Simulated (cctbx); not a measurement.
# Resonant diffraction in Ba2DyInS5

Space group Cmc2_1 (no. 36), a = 4.1200 Å, b = 17.8290 Å, c = 12.8610 Å, α = 90.00°, β = 90.00°, γ = 90.00°.

| atom | mult. | x | y | z | Ueq (Å²) |
| --- | --- | --- | --- | --- | --- |
| Dy1 | 4 | 1/2 | 0.2897 | 0.4789 | 0.0080 |
| Ba1 | 4 | 1/2 | 0.3855 | 0.8171 | 0.0091 |
| Ba2 | 4 | 1/2 | 0.3670 | 0.1838 | 0.0091 |
| In1 | 4 | 1/2 | 0.0504 | 0.0653 | 0.0075 |
| S1 | 4 | 1/2 | 0.4514 | 0.4463 | 0.0154 |
| S2 | 4 | 0 | 0.4928 | 0.2330 | 0.0112 |
| S3 | 4 | 1/2 | 0.1867 | 0.1286 | 0.0148 |
| S4 | 4 | 1/2 | 0.2079 | 0.8413 | 0.0112 |
| S5 | 4 | 1/2 | 0.1415 | 0.5010 | 0.0151 |

The model was made for the exercise: a known structure type with other elements put in, its volume estimated, not relaxed; displacement parameters are assumed.

Calculated with cctbx: free-atom f′ and f″ from the Sasaki tables, no fine structure; amplitudes in electrons.

How do |F(hkl)| and |F(−h−k−l)| change across the In K edge?

```text
E (eV)    f'(In)   f''           |F|0 4 2        |F|1 3 0        |F|0 4 0        |F|0 0 2
  27340   -3.38   0.58      304.3/ 304.3    388.1/ 388.1    150.8/ 150.8    114.1/ 110.1
  27690   -4.16   0.57      303.6/ 303.6    386.1/ 386.1    151.5/ 151.5    111.3/ 107.5
  27820   -4.83   0.56      303.0/ 303.0    384.5/ 384.5    152.3/ 152.3    108.9/ 105.2
  27880   -5.47   0.56      302.4/ 302.6    383.0/ 383.0    153.0/ 153.0    106.6/ 103.0
  27910   -6.11   0.56      301.9/ 302.1    381.5/ 381.5    153.7/ 153.7    104.3/ 100.8
  27925   -6.73   0.56      301.5/ 301.6    380.1/ 380.1    154.5/ 154.5    102.1/  98.7
  27932   -7.29   0.56      301.0/ 301.3    378.8/ 378.8    155.1/ 155.1    100.1/  96.7
  27936   -7.80   0.56      300.6/ 300.9    377.6/ 377.6    155.7/ 155.7     98.3/  95.0
  27944   -8.79   3.58      297.1/ 303.1    375.6/ 375.6    156.9/ 156.9     89.6/  98.7
  27948   -7.81   3.58      297.9/ 303.8    377.9/ 377.9    155.7/ 155.7     93.3/ 101.8
  27955   -6.94   3.58      298.5/ 304.4    379.8/ 379.8    154.7/ 154.7     96.5/ 104.6
  27970   -6.20   3.57      299.1/ 304.9    381.5/ 381.5    153.8/ 153.8     99.3/ 107.0
  28000   -5.50   3.57      299.6/ 305.3    383.1/ 383.1    152.9/ 152.9    101.9/ 109.3
  28090   -4.58   3.55      300.3/ 305.9    385.2/ 385.2    151.8/ 151.8    105.4/ 112.3
  28340   -3.59   3.50      301.0/ 306.4    387.3/ 387.3    150.5/ 150.5    109.3/ 115.6
```

The edge is at 27940 eV. f′ of In falls from -4.8 e at 27820 eV to -7.8 e at 4 eV below it, and f″ steps from 0.56 to 3.58 e across it. Over that approach |F| changes by -1 % (0 4 2), -2 % (1 3 0), +2 % (0 4 0) and -10 % (0 0 2): a reflection falls where In scatters in phase with the total and rises where it scatters against it; it hardly moves where the In term is small or cancels by symmetry or lies in quadrature to the total. The f″ term interferes with the normal scattering with opposite sign for the two Friedel mates. The largest Friedel difference in the scan is 9.7 % of the mean (0 0 2, at 27944 eV).

[Logs are printed without paths, hosts, clocks, repeated set-up lines and the standing remarks that a program may print on its own settings, such as how far it seeks lower states.]
